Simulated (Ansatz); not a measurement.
**A hypothetical structure for AlGa3C**

This structure for AlGa3C is made up. Its elements were placed in a known structure type with a cell scaled to their sizes. What cell does the guess relax to, and how far off was it?

Method: DFT, PBEsol, plane-wave PAW, files of the set soft_1, scalar-relativistic, no spin, cell and ions relaxed at zero pressure; PAW set soft_1, in the first sound run; inputs show where later runs differ, in Ansatz 0.2.0.

## Step 1: The starting structure

Symmetry: Pm-3m, No. 221, cubic system. The conventional cell has a = 4.125 Å, b = 4.125 Å, c = 4.125 Å, α = 90.00°, β = 90.00°, γ = 90.00°. Nearest to Ga lie 2 C at 2.06 Å and 8 Ga at 2.92 Å and 4 Al at 2.92 Å. Nearest to Al lie 12 Ga at 2.92 Å. Nearest to C lie 6 Ga at 2.06 Å. Farther neighbours are not listed.

As a file:

```cif
data_structure
_symmetry_space_group_name_H-M 'Pm-3m'
_symmetry_Int_Tables_number 221
_cell_length_a 4.1250
_cell_length_b 4.1250
_cell_length_c 4.1250
_cell_angle_alpha 90.000
_cell_angle_beta 90.000
_cell_angle_gamma 90.000
_cell_volume 70.19
loop_
_atom_site_label
_atom_site_type_symbol
_atom_site_symmetry_multiplicity
_atom_site_Wyckoff_symbol
_atom_site_fract_x
_atom_site_fract_y
_atom_site_fract_z
_atom_site_occupancy
Ga1 Ga 3 c 0.50000 0.00000 0.50000 1
Al1 Al 1 a 0.00000 0.00000 0.00000 1
C1 C 1 b 0.50000 0.50000 0.50000 1
```

## Step 2: Relaxing cell and atoms

The guess takes its coordinates from another compound and its volume from a rule, so the cell and any free coordinates are relaxed together.

The input, input.yaml:

```yaml
crystal:
  lattice:
    - [4.125, 0.0, 0.0]
    - [0.0, 4.125, 0.0]
    - [0.0, 0.0, 4.125]
  atoms:
    - { symbol: Ga, position: [0.5, 0.0, 0.5] }
    - { symbol: Ga, position: [0.5, 0.5, 0.0] }
    - { symbol: Ga, position: [0.0, 0.5, 0.5] }
    - { symbol: Al, position: [0.0, 0.0, 0.0] }
    - { symbol: C, position: [0.5, 0.5, 0.5] }
kpoints:
  mp_grid: { grid: [7, 7, 7] }
scf:
  occupations: { method: fermi_dirac, width: 0.05 }
hamiltonian:
  xc: pbesol
  pseudopotentials: { kind: paw, azcp: { folder: soft_1 }, xc_functional: pbe }
relax:
  f_tol: 0.015
  max_steps: 70
  cell: {}
output:
  forces: true
  stress: true
```

Started as:

```bash
> ansatz run input.yaml --threads 4 --pin off --max-ram 8192MiB --backend cpu --events-out ev --progress --plain --runs-dir out
```

Numbers of over 12 decimals in the logs are rounded to 6 here.

The program printed:

```text
Engine: ansatz 0.2.0, aarch64-unknown-linux-gnu
Pseudopotentials: kind: paw
Pseudopotential: Ga, paw, valence charge 13, recommended cutoff 420 eV (normal), soft_1/Ga.paw.azcp
Pseudopotential: Al, paw, valence charge 3, recommended cutoff 420 eV (normal), soft_1/Al.paw.azcp
Pseudopotential: C, paw, valence charge 4, recommended cutoff 420 eV (normal), soft_1/C.paw.azcp
Functional definition: PBEsol
  exchange = pbesol_x
  correlation = pbesol_c
Crystal: 5 atoms, lattice volume = 70.189 Å³
Basis set: ecut = 420 eV, 1357 PW (Γ), exchange–correlation on 60×60×60 points (8 copies of the dense FFT grid, shifted against one another)
Bands: 28, of which v1, the nominal top of the filled ones, is band 23 counted from 1 (22 counted from 0)
Symmetry: 48 space group operations
Space group: Pm-3m (ITA 221), of the structure as read, at distance tolerance 4.1e-5 Å
k-points: 20 of 343
Non-local potential: Ga, projectors of the file, l = 0: 2, l = 1: 2, l = 2: 3, l = 3: 1
Non-local potential: Al, projectors of the file, l = 0: 2, l = 1: 2, l = 2: 1
Non-local potential: C, projectors of the file, l = 0: 2, l = 1: 2, l = 2: 1
PAW form: soft (Blöchl's): semilocal exchange-correlation on the pseudo side does not see the compensation charge
PAW frozen core: Ga, regenerated for the run's functional, and the local potential with it (the file was generated under x = pbe(κ = 0.804, μ = 0.219515), c = pbe(β = 0.066725))
PAW frozen core: Al, regenerated for the run's functional, and the local potential with it (the file was generated under x = pbe(κ = 0.804, μ = 0.219515), c = pbe(β = 0.066725))
PAW frozen core: C, regenerated for the run's functional, and the local potential with it (the file was generated under x = pbe(κ = 0.804, μ = 0.219515), c = pbe(β = 0.066725))
PAW one-centre angular grid: Ga, 590 points (default); XC on 64 Gauss nodes
PAW one-centre angular grid: Al, 110 points (default); XC on 64 Gauss nodes
PAW one-centre angular grid: C, 110 points (default); XC on 64 Gauss nodes
Initial density: superposition of atomic densities (chi_scale 0.1, normalization cell, long waves kept (reshape's long-wave potential 0.02 eV rms))
Initial wavefunctions: pseudopotential atomic-orbital guess
Functional: x = pbesol(κ = 0.804, μ = 0.123457), c = pbesol(β = 0.046)
SCF iter   1: F=—  HF=-11997.775832 eV  |F-HF|=—  |Δ(HF+E_count)|=         —  Δρ=5.39e-2  dr2=3.05e0  ethr=3.10e-3  ⟨swp⟩=6.0  Hψ=2272  notcnv=0
preconditioner: auto → Kerker (q_TF=auto, 2.543 Å⁻¹)  [metal: Δε(μ)=0.073 eV  Ē_g=13.814 eV  σ=0.050 eV  W_gap=0.32  n_scr=18 (ndim 8)  ℏωp=30.1 eV  f_vac=0.000  D(μ)=2.53/eV (n_scr^D=18)]
SCF iter   2: F=—  HF=-11997.158120 eV  |F-HF|=—  |Δ(HF+E_count)|=   6.18e-1  Δρ=2.26e-2  dr2=2.46e-1  ethr=3.10e-3  ⟨swp⟩=2.2  Hψ=992  notcnv=0  defer=1
SCF iter   3: F=—  HF=-11997.122223 eV  |F-HF|=—  |Δ(HF+E_count)|=   3.59e-2  Δρ=9.85e-3  dr2=4.69e-2  ethr=5.35e-4  ⟨swp⟩=3.0  Hψ=1085  notcnv=0  defer=1
SCF iter   4: F=—  HF=-11997.115497 eV  |F-HF|=—  |Δ(HF+E_count)|=   6.73e-3  Δρ=4.24e-3  dr2=5.33e-3  ethr=1.02e-4  ⟨swp⟩=2.0  Hψ=1116  notcnv=0  defer=1
SCF iter   5: F=—  HF=-11997.111940 eV  |F-HF|=—  |Δ(HF+E_count)|=   3.56e-3  Δρ=6.75e-4  dr2=2.40e-4  ethr=1.16e-5  ⟨swp⟩=2.0  Hψ=881  notcnv=0  defer=1
SCF iter   6: F=—  HF=-11997.111932 eV  |F-HF|=—  |Δ(HF+E_count)|=   7.74e-6  Δρ=1.51e-4  dr2=1.13e-5  ethr=5.22e-7  ⟨swp⟩=2.2  Hψ=787  notcnv=0  defer=1
SCF iter   7: F=—  HF=-11997.111901 eV  |F-HF|=—  |Δ(HF+E_count)|=   3.12e-5  Δρ=4.25e-5  dr2=1.89e-6  ethr=2.47e-8  ⟨swp⟩=2.0  Hψ=1018  notcnv=0  defer=1
SCF iter   8: F=-11997.111900 eV  HF=-11997.111901 eV  |F-HF|=1.79e-8  |Δ(HF+E_count)|=   4.52e-7  Δρ=7.14e-6  dr2=4.04e-8  ethr=2.17e-10  ⟨swp⟩=2.5  Hψ=2172  notcnv=0
SCF 1 converged in 8 iterations: F = -11997.111900 eV  dr2 = 4.04e-8
  greatest PAW one-centre occupation: 0.995 electrons in one spin orbital (limit 2), on the Ga atom at site 2 (counted from 0), in its partial waves of l = 2
relax step   1: F+E_penalty+E_count = -11997.11190050 eV  Δ(F+E_penalty+E_count) = +0.000e0 eV  max|allowed force component| = 7.639e-30 eV/Å  Δτ_max = 0.0000 Å  P = +12.490 GPa  Ω = 70.189 Å³  (8 SCF iters, dr2 threshold 1.00e-7 eV, accepted)
Crystal: 5 atoms, lattice volume = 76.255 Å³
Basis set: ecut = 420 eV, 1503 PW (Γ), exchange–correlation on 60×60×60 points (8 copies of the dense FFT grid, shifted against one another)
Initial density: handed on by an earlier stage of this run
Initial wavefunctions: those handed on with the density
iter 1 solved again at ethr=2.81e-4 eV; its pass at ethr=3.10e-3 eV (dr2=1.29e-1 eV) is discarded
SCF iter   1: F=—  HF=-11997.410919 eV  |F-HF|=—  |Δ(HF+E_count)|=         —  Δρ=1.03e-2  dr2=1.31e-1  ethr=2.81e-4  ⟨swp⟩=1.1  Hψ=3048  notcnv=0
preconditioner: auto → Kerker (q_TF=auto, 2.508 Å⁻¹)  [metal: Δε(μ)=0.070 eV  Ē_g=14.161 eV  σ=0.050 eV  W_gap=0.31  n_scr=18 (ndim 8)  ℏωp=28.8 eV  f_vac=0.000  D(μ)=2.11/eV (n_scr^D=18)]
SCF iter   2: F=—  HF=-11997.383773 eV  |F-HF|=—  |Δ(HF+E_count)|=   2.71e-2  Δρ=2.40e-3  dr2=5.21e-3  ethr=2.81e-4  ⟨swp⟩=2.1  Hψ=794  notcnv=0
SCF iter   3: F=—  HF=-11997.382551 eV  |F-HF|=—  |Δ(HF+E_count)|=   1.22e-3  Δρ=1.05e-3  dr2=7.96e-4  ethr=1.13e-5  ⟨swp⟩=2.0  Hψ=994  notcnv=0
SCF iter   4: F=—  HF=-11997.382271 eV  |F-HF|=—  |Δ(HF+E_count)|=   2.80e-4  Δρ=6.59e-4  dr2=2.58e-4  ethr=1.73e-6  ⟨swp⟩=2.0  Hψ=910  notcnv=0
SCF iter   5: F=—  HF=-11997.382198 eV  |F-HF|=—  |Δ(HF+E_count)|=   7.33e-5  Δρ=1.40e-4  dr2=6.58e-6  ethr=5.61e-7  ⟨swp⟩=2.2  Hψ=996  notcnv=0
SCF iter   6: F=—  HF=-11997.382192 eV  |F-HF|=—  |Δ(HF+E_count)|=   5.99e-6  Δρ=2.49e-5  dr2=5.12e-7  ethr=1.09e-9  ⟨swp⟩=3.5  Hψ=2586  notcnv=0
SCF iter   7: F=-11997.382191 eV  HF=-11997.382191 eV  |F-HF|=1.88e-8  |Δ(HF+E_count)|=   3.27e-7  Δρ=4.02e-6  dr2=1.81e-8  ethr=1.09e-9  ⟨swp⟩=4.2  Hψ=2030  notcnv=0
SCF 2 converged in 7 iterations: F = -11997.382191 eV  dr2 = 1.81e-8
relax step   2: F+E_penalty+E_count = -11997.38219129 eV  Δ(F+E_penalty+E_count) = -2.703e-1 eV  max|allowed force component| = 1.295e-30 eV/Å  Δτ_max = 0.0000 Å  P = +2.646 GPa  Ω = 76.255 Å³  energy of the carried Pulay correction = -3.068e-3 eV  (7 SCF iters, dr2 threshold 5.00e-7 eV, accepted)
Crystal: 5 atoms, lattice volume = 78.068 Å³
Basis set: ecut = 420 eV, 1551 PW (Γ), exchange–correlation on 60×60×60 points (8 copies of the dense FFT grid, shifted against one another)
iter 1 solved again at ethr=1.86e-5 eV; its pass at ethr=3.10e-3 eV (dr2=8.54e-3 eV) is discarded
SCF iter   1: F=—  HF=-11997.400398 eV  |F-HF|=—  |Δ(HF+E_count)|=         —  Δρ=2.66e-3  dr2=9.12e-3  ethr=1.86e-5  ⟨swp⟩=2.0  Hψ=2968  notcnv=0
preconditioner: auto → Kerker (q_TF=auto, 2.498 Å⁻¹)  [metal: Δε(μ)=0.089 eV  Ē_g=14.029 eV  σ=0.050 eV  W_gap=0.37  n_scr=18 (ndim 8)  ℏωp=28.5 eV  f_vac=0.000  D(μ)=2.33/eV (n_scr^D=18)]
SCF iter   2: F=—  HF=-11997.398560 eV  |F-HF|=—  |Δ(HF+E_count)|=   1.84e-3  Δρ=5.72e-4  dr2=3.27e-4  ethr=1.86e-5  ⟨swp⟩=2.0  Hψ=696  notcnv=0
SCF iter   3: F=—  HF=-11997.398474 eV  |F-HF|=—  |Δ(HF+E_count)|=   8.67e-5  Δρ=2.50e-4  dr2=3.68e-5  ethr=7.11e-7  ⟨swp⟩=2.1  Hψ=826  notcnv=0
SCF iter   4: F=—  HF=-11997.398474 eV  |F-HF|=—  |Δ(HF+E_count)|=   4.81e-7  Δρ=1.09e-4  dr2=4.08e-6  ethr=7.99e-8  ⟨swp⟩=2.0  Hψ=1019  notcnv=0
SCF iter   5: F=-11997.398468 eV  HF=-11997.398468 eV  |F-HF|=1.86e-7  |Δ(HF+E_count)|=   5.66e-6  Δρ=2.18e-5  dr2=4.33e-7  ethr=1.09e-9  ⟨swp⟩=5.0  Hψ=2463  notcnv=0
SCF 3 converged in 5 iterations: F = -11997.398468 eV  dr2 = 4.33e-7
  greatest PAW one-centre occupation: 0.995 electrons in one spin orbital (limit 2), on the Ga atom at site 1 (counted from 0), in its partial waves of l = 2
relax step   3: F+E_penalty+E_count = -11997.39846823 eV  Δ(F+E_penalty+E_count) = -1.628e-2 eV  max|allowed force component| = 1.249e-30 eV/Å  Δτ_max = 0.0000 Å  P = +0.433 GPa  Ω = 78.068 Å³  energy of the carried Pulay correction = -3.937e-3 eV  (5 SCF iters, dr2 threshold 5.00e-7 eV, accepted)
Crystal: 5 atoms, lattice volume = 78.433 Å³
iter 1 solved again at ethr=7.98e-7 eV; its pass at ethr=3.10e-3 eV (dr2=3.67e-4 eV) is discarded
SCF iter   1: F=—  HF=-11997.398926 eV  |F-HF|=—  |Δ(HF+E_count)|=         —  Δρ=5.28e-4  dr2=3.60e-4  ethr=7.98e-7  ⟨swp⟩=2.0  Hψ=2868  notcnv=0
preconditioner: auto → Kerker (q_TF=auto, 2.496 Å⁻¹)  [metal: Δε(μ)=0.080 eV  Ē_g=14.001 eV  σ=0.050 eV  W_gap=0.34  n_scr=18 (ndim 8)  ℏωp=28.4 eV  f_vac=0.000  D(μ)=2.44/eV (n_scr^D=18)]
SCF iter   2: F=—  HF=-11997.398811 eV  |F-HF|=—  |Δ(HF+E_count)|=   1.16e-4  Δρ=1.18e-4  dr2=1.35e-5  ethr=7.83e-7  ⟨swp⟩=1.9  Hψ=678  notcnv=0
SCF iter   3: F=—  HF=-11997.398809 eV  |F-HF|=—  |Δ(HF+E_count)|=   1.53e-6  Δρ=5.50e-5  dr2=1.83e-6  ethr=2.94e-8  ⟨swp⟩=2.1  Hψ=917  notcnv=0
SCF iter   4: F=-11997.398808 eV  HF=-11997.398809 eV  |F-HF|=3.96e-7  |Δ(HF+E_count)|=   1.33e-7  Δρ=2.03e-5  dr2=1.80e-7  ethr=1.02e-9  ⟨swp⟩=4.8  Hψ=2224  notcnv=0
SCF 4 converged in 4 iterations: F = -11997.398808 eV  dr2 = 1.80e-7
  greatest PAW one-centre occupation: 0.995 electrons in one spin orbital (limit 2), on the Ga atom at site 0 (counted from 0), in its partial waves of l = 2
relax step   4: F+E_penalty+E_count = -11997.39880849 eV  Δ(F+E_penalty+E_count) = -3.403e-4 eV  max|allowed force component| = 9.992e-31 eV/Å  Δτ_max = 0.0000 Å  P = +0.021 GPa  Ω = 78.433 Å³  energy of the carried Pulay correction = -4.109e-3 eV  (4 SCF iters, dr2 threshold 4.68e-7 eV, accepted)
Initial wavefunctions: pseudopotential atomic-orbital guess (no wavefunctions were taken with the density)
iter 1 solved again at ethr=3.30e-7 eV; its pass at ethr=3.10e-3 eV (dr2=1.52e-4 eV) is discarded
SCF iter   1: F=—  HF=-11997.403905 eV  |F-HF|=—  |Δ(HF+E_count)|=         —  Δρ=1.04e-3  dr2=2.36e-5  ethr=3.30e-7  ⟨swp⟩=2.8  Hψ=3597  notcnv=0
preconditioner: auto → Kerker (q_TF=auto, 2.496 Å⁻¹)  [metal: Δε(μ)=0.077 eV  Ē_g=13.997 eV  σ=0.050 eV  W_gap=0.33  n_scr=18 (ndim 8)  ℏωp=28.4 eV  f_vac=0.000  D(μ)=2.47/eV (n_scr^D=18)]
SCF iter   2: F=—  HF=-11997.404049 eV  |F-HF|=—  |Δ(HF+E_count)|=   1.44e-4  Δρ=5.42e-4  dr2=1.19e-5  ethr=5.14e-8  ⟨swp⟩=2.0  Hψ=921  notcnv=0
SCF iter   3: F=—  HF=-11997.404074 eV  |F-HF|=—  |Δ(HF+E_count)|=   2.57e-5  Δρ=1.45e-4  dr2=6.40e-7  ethr=2.59e-8  ⟨swp⟩=2.0  Hψ=857  notcnv=0
SCF iter   4: F=—  HF=-11997.404076 eV  |F-HF|=—  |Δ(HF+E_count)|=   2.02e-6  Δρ=2.12e-5  dr2=6.74e-8  ethr=1.39e-9  ⟨swp⟩=2.0  Hψ=1009  notcnv=0
SCF iter   5: F=—  HF=-11997.404076 eV  |F-HF|=—  |Δ(HF+E_count)|=   7.46e-8  Δρ=3.86e-6  dr2=8.35e-9  ethr=1.47e-10  ⟨swp⟩=2.0  Hψ=1018  notcnv=0
SCF iter   6: F=—  HF=-11997.404076 eV  |F-HF|=—  |Δ(HF+E_count)|=   5.51e-9  Δρ=1.67e-6  dr2=1.30e-9  ethr=1.82e-11  ⟨swp⟩=2.0  Hψ=1018  notcnv=0
SCF iter   7: F=-11997.404076 eV  HF=-11997.404076 eV  |F-HF|=2.00e-11  |Δ(HF+E_count)|=  1.15e-10  Δρ=1.99e-7  dr2=3.68e-11  ethr=1.00e-12  ⟨swp⟩=2.6  Hψ=2176  notcnv=0
SCF 5 converged in 7 iterations: F = -11997.404076 eV  dr2 = 3.68e-11
relax step   5: F+E_penalty+E_count = -11997.40407642 eV  Δ(F+E_penalty+E_count) = -5.268e-3 eV  max|allowed force component| = 3.057e-30 eV/Å  Δτ_max = 0.0000 Å  P = +0.071 GPa  Ω = 78.433 Å³  stress off target by 7.14e-2 GPa  SCF on the basis re-selected at this cell (its energy is not comparable with the rows above)  (7 SCF iters)
basis re-selected at this cell: Δ(F+E_penalty+E_count) = -5.268e-3 eV, ΔP = +0.051 GPa vs the last step (what re-selecting the basis moved, of the pressure what is left beyond the Pulay correction that the steps carried, after the strain that the cell walked since its last selection, with what the two solves' SCF thresholds leave and, on support functions, any second-order correction that the steps lacked; it is no m [...]
Crystal: 5 atoms, lattice volume = 78.496 Å³
iter 1 solved again at ethr=2.13e-8 eV; its pass at ethr=3.10e-3 eV (dr2=9.78e-6 eV) is discarded
SCF iter   1: F=—  HF=-11997.404110 eV  |F-HF|=—  |Δ(HF+E_count)|=         —  Δρ=8.82e-5  dr2=1.00e-5  ethr=2.13e-8  ⟨swp⟩=2.0  Hψ=2630  notcnv=0
preconditioner: auto → Kerker (q_TF=auto, 2.496 Å⁻¹)  [metal: Δε(μ)=0.078 eV  Ē_g=13.997 eV  σ=0.050 eV  W_gap=0.34  n_scr=18 (ndim 8)  ℏωp=28.4 eV  f_vac=0.000  D(μ)=2.47/eV (n_scr^D=18)]
SCF iter   2: F=—  HF=-11997.404063 eV  |F-HF|=—  |Δ(HF+E_count)|=   4.67e-5  Δρ=1.92e-5  dr2=3.46e-7  ethr=2.13e-8  ⟨swp⟩=1.9  Hψ=678  notcnv=0
SCF iter   3: F=—  HF=-11997.404063 eV  |F-HF|=—  |Δ(HF+E_count)|=   4.97e-8  Δρ=8.48e-6  dr2=4.21e-8  ethr=2.77e-11  ⟨swp⟩=4.5  Hψ=2054  notcnv=0
SCF iter   4: F=-11997.404063 eV  HF=-11997.404063 eV  |F-HF|=1.38e-8  |Δ(HF+E_count)|=  8.15e-10  Δρ=3.53e-6  dr2=4.15e-9  ethr=2.77e-11  ⟨swp⟩=4.0  Hψ=2022  notcnv=0
SCF 6 converged in 4 iterations: F = -11997.404063 eV  dr2 = 4.15e-9
relax step   6: F+E_penalty+E_count = -11997.40406320 eV  Δ(F+E_penalty+E_count) = +1.322e-5 eV  max|allowed force component| = 2.156e-30 eV/Å  Δτ_max = 0.0000 Å  P = +0.001 GPa  Ω = 78.496 Å³  energy of the carried Pulay correction = -2.760e-5 eV  (4 SCF iters, dr2 threshold 1.27e-8 eV, accepted)
iter 1 solved again at ethr=2.19e-7 eV; its pass at ethr=3.10e-3 eV (dr2=1.01e-4 eV) is discarded
SCF iter   1: F=—  HF=-11997.404114 eV  |F-HF|=—  |Δ(HF+E_count)|=         —  Δρ=3.64e-6  dr2=4.69e-9  ethr=2.19e-7  ⟨swp⟩=2.8  Hψ=3588  notcnv=0
eigensolver tolerance schedule: the retry pair's looser diagonalisation over-reported the residual by 21452.87 of it (diagonalisation noise at an unbounded share of the residual, at the tolerance the schedule requests for it); recorded, not acted on — ethr = c·dr2/N_el stays at c = 1.0e-1
preconditioner: auto → Kerker (q_TF=auto, 2.496 Å⁻¹)  [metal: Δε(μ)=0.077 eV  Ē_g=13.996 eV  σ=0.050 eV  W_gap=0.33  n_scr=18 (ndim 8)  ℏωp=28.4 eV  f_vac=0.000  D(μ)=2.47/eV (n_scr^D=18)]
SCF iter   2: F=—  HF=-11997.404069 eV  |F-HF|=—  |Δ(HF+E_count)|=   4.50e-5  Δρ=1.20e-6  dr2=1.42e-9  ethr=1.02e-11  ⟨swp⟩=3.2  Hψ=1240  notcnv=0
SCF iter   3: F=—  HF=-11997.404069 eV  |F-HF|=—  |Δ(HF+E_count)|=  2.66e-10  Δρ=7.58e-7  dr2=4.56e-10  ethr=3.08e-12  ⟨swp⟩=1.3  Hψ=645  notcnv=0
SCF iter   4: F=-11997.404069 eV  HF=-11997.404069 eV  |F-HF|=2.36e-11  |Δ(HF+E_count)|=  1.53e-10  Δρ=2.16e-7  dr2=4.50e-11  ethr=1.00e-12  ⟨swp⟩=2.9  Hψ=2118  notcnv=0
SCF 7 converged in 4 iterations: F = -11997.404069 eV  dr2 = 4.50e-11
relax step   7: F+E_penalty+E_count = -11997.40406918 eV  Δ(F+E_penalty+E_count) = -5.986e-6 eV  max|allowed force component| = 2.689e-30 eV/Å  Δτ_max = 0.0000 Å  P = +0.002 GPa  Ω = 78.496 Å³  stress off target by 1.70e-3 GPa  SCF on the basis re-selected at this cell (its energy is not comparable with the rows above)  (4 SCF iters)
basis re-selected at this cell: Δ(F+E_penalty+E_count) = -5.986e-6 eV, ΔP = +0.000 GPa vs the last step (what re-selecting the basis moved, of the pressure what is left beyond the Pulay correction that the steps carried, after the strain that the cell walked since its last selection, with what the two solves' SCF thresholds leave and, on support functions, any second-order correction that the steps lacked; it is no m [...]
SCF converged after 4 iterations
Free energy (F): -11997.404069 eV
Harris-Foulkes:  -11997.404069 eV  (|F-HF|=2.36e-11)
Internal energy: -11997.383729 eV  (E = F + TS)
E sigma→0 (E₀):  -11997.393899 eV
Entropy (-TS):   -0.020340 eV (-4.068 meV/atom)
Fermi energy:    9.573914 eV
--- Per-component energies (eV) ---
  E_band       = -91.411404
  E_kinetic    = 438.059424
  E_local      = -4537.643385  (includes V_loc(G=0)·N_el)
  E_nonlocal   = -248.940438
  E_hartree    = 2861.228686
  E_xc         = -272.519409
  E_vxc        = -254.840307  (∫ρ·V_xc dr)
  E_paw        = -6396.870159  (= ΣΔE_a)
  E_vpaw       = -1210.503223  (= ΣTr[D̂ρ^β])
  E_aug_tail   = -0.000604  (compensation charges beyond the density's cutoff)
  E_ewald      = -3843.327021
  E_core_change = 2.629177  (= ΣΔE_core)
  E_smearing   = -0.020340  (= −TS)
  E_closure    = 0.000000  (closes the sum)
  Σ components = -11997.404069   (vs F -11997.404069, Δ=0.00e0)
--- Forces (eV/Å), atoms counted from 1 ---
  atom   1  Ga     0.00000000     0.00000000     0.00000000
  atom   2  Ga     0.00000000     0.00000000     0.00000000
  atom   3  Ga    -0.00000000    -0.00000000    -0.00000000
  atom   4  Al    -0.00000000     0.00000000    -0.00000000
  atom   5  C      0.00000000     0.00000000     0.00000000
  max |Σ_I F_I| component: 3.55e-30 eV/Å
--- Stress (GPa, compression-positive) ---
        0.001699      -0.000000      -0.000000
       -0.000000       0.001699      -0.000000
       -0.000000      -0.000000       0.001699
  P = ⅓ Tr σ = 0.0017 GPa (0.017 kbar)
--- Relaxed structure (5 steps of the walk, 5 accepted, 2 SCFs on fresh bases) ---
  F+E_penalty+E_count = -11997.40406918 eV   max|allowed force component| = 2.689e-30 eV/Å   (the final SCF, on the basis selected at the relaxed cell)
  cell:  # Å, volume = 78.4960 Å³
    - [4.281697, 0, 0]
    - [0, 4.281697, 0.0]
    - [0, 0.0, 4.281697]
  atoms:
    - { symbol: Ga, position: [0.5, 0, 0.5] }
    - { symbol: Ga, position: [0.5, 0.5, 0] }
    - { symbol: Ga, position: [0, 0.5, 0.5] }
    - { symbol: Al, position: [0, 0, 0] }
    - { symbol: C, position: [0.5, 0.5, 0.5] }
```

Run time: 5.5 s. Hardware: 4 threads of Arm Neoverse V1, shared host; peak memory 0.4 GiB.

The steps of the relaxation:

```
step  energy less that of the first step (eV)  largest force component (eV/Å)  pressure (GPa)  volume (Å³)
   1                                   0.0000                          0.0000           12.49        70.19
   2                                  -0.2703                          0.0000            2.65        76.26
   3                                  -0.2866                          0.0000            0.43        78.07
   4                                  -0.2869                          0.0000            0.02        78.43
  5*                                  -0.2922                          0.0000            0.07        78.43
   6                                  -0.2922                          0.0000            0.00        78.50
  7*                                  -0.2922                          0.0000            0.00        78.50
```

Relaxation steps marked * repeat the geometry before them on a plane-wave basis chosen anew for their cell, so energy and pressure can jump there.

The run keeps the 48 symmetry operations that it works with, so distortions that break them were not tested.

```
conventional cell, symmetrised  before  after   change
                         a (Å)   4.125  4.282   +3.8 %
                         b (Å)   4.125  4.282   +3.8 %
                         c (Å)   4.125  4.282   +3.8 %
              volume (Å³/atom)   14.04  15.70  +11.8 %
```

Final coordinates:

```cif
data_structure
_symmetry_space_group_name_H-M 'P 1'
_symmetry_Int_Tables_number 1
_cell_length_a 4.2817
_cell_length_b 4.2817
_cell_length_c 4.2817
_cell_angle_alpha 90.000
_cell_angle_beta 90.000
_cell_angle_gamma 90.000
_cell_volume 78.50
loop_
_atom_site_label
_atom_site_type_symbol
_atom_site_fract_x
_atom_site_fract_y
_atom_site_fract_z
_atom_site_occupancy
Ga1 Ga 0.50000 0.00000 0.50000 1
Ga2 Ga 0.50000 0.50000 0.00000 1
Ga3 Ga 0.00000 0.50000 0.50000 1
Al4 Al 0.00000 0.00000 0.00000 1
C5 C 0.50000 0.50000 0.50000 1
```

This step gave:

| Quantity | Value |
| --- | --- |
| free energy | -11997.4041 eV |
| energy at zero smearing | -11997.3939 eV |
| smearing term TS | 0.02034 eV |
| Fermi energy | 9.574 eV |
| electrons | 46 |
| symmetry operations | 48 |
| pressure | 0.001699 GPa |

Shortest distances by pair of elements, guess and relaxed (not always the same contact):

```
 pair  guess (Å)  relaxed (Å)
 C–Ga      2.062        2.141
Ga–Ga      2.917        3.028
Al–Ga      2.917        3.028
 Al–C      3.572        3.708
Al–Al      4.125        4.282
```

The relaxation ends with a pressure of 0.00 GPa.

(Part 1 of 2 ends here.)

[Logs are printed without paths, hosts, clocks, repeated set-up lines and the standing remarks that a program may print on its own settings, such as how far it seeks lower states.]

[Hosts, paths, dates, database ids (printed as entryN), source tags and the programs' standing remarks are cut or masked in the printed files.]
